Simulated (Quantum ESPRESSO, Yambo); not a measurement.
An input for Quantum ESPRESSO 7.5 (Sr2TaGaO6 (I4/m)):

```
&control
  calculation = 'nscf'
  prefix = 'x'
  outdir = 'o'
  pseudo_dir = 'pseudo'
/
&system
  ibrav = 0
  nat = 10
  ntyp = 4
  ecutwfc = 104.0
  nbnd = 129
  force_symmorphic = .true.
/
&electrons
  conv_thr = 1e-9
  electron_maxstep = 80
  diago_full_acc = .true.
  diago_thr_init = 5e-6
/
ATOMIC_SPECIES
  Sr 87.62 Sr.upf
  Ta 180.95 Ta.upf
  Ga 69.723 Ga.upf
  O 15.999 O.upf
CELL_PARAMETERS angstrom
  -2.8434489000 2.8434489000 4.0263990000
  2.8434489000 -2.8434489000 4.0263990000
  2.8434489000 2.8434489000 -4.0263990000
ATOMIC_POSITIONS crystal
  Sr 0.7500000000 0.2500000000 0.5000000000
  Sr 0.2500000000 0.7500000000 0.5000000000
  Ta 0.5000000000 0.5000000000 0.0000000000
  Ga 0.0000000000 0.0000000000 0.0000000000
  O 0.2499000000 0.2499000000 0.0000000000
  O 0.7501000000 0.7501000000 0.0000000000
  O 0.2327000000 0.2671000000 0.4998000000
  O 0.2671000000 0.7673000000 0.0344000000
  O 0.7673000000 0.7329000000 0.5002000000
  O 0.7329000000 0.2327000000 0.9656000000
K_POINTS automatic
  4 4 4 0 0 0
```

```sh
OMP_NUM_THREADS=1 mpirun -n 8 pw.x -nk 4 -in pw.in > pw.out
```

Estimate wall time and host memory on 8 MPI ranks of Arm Neoverse V2, shared host.

It took 43 s; on shared hardware allow 22 s to 86 s. Peak host memory was 1.3 GiB.

[Paths, hosts, dates, memory and timing lines, banners, echoed tables and standing remarks are left out of the program output.]

[Logs are printed without paths, hosts, clocks, repeated set-up lines and the standing remarks that a program may print on its own settings, such as how far it seeks lower states.]

[Runs of the session that timed out or met a known fault of the program may be left out.]

[Hosts, paths, dates, database ids (printed as entryN), source tags and the programs' standing remarks are cut or masked in the printed files.]
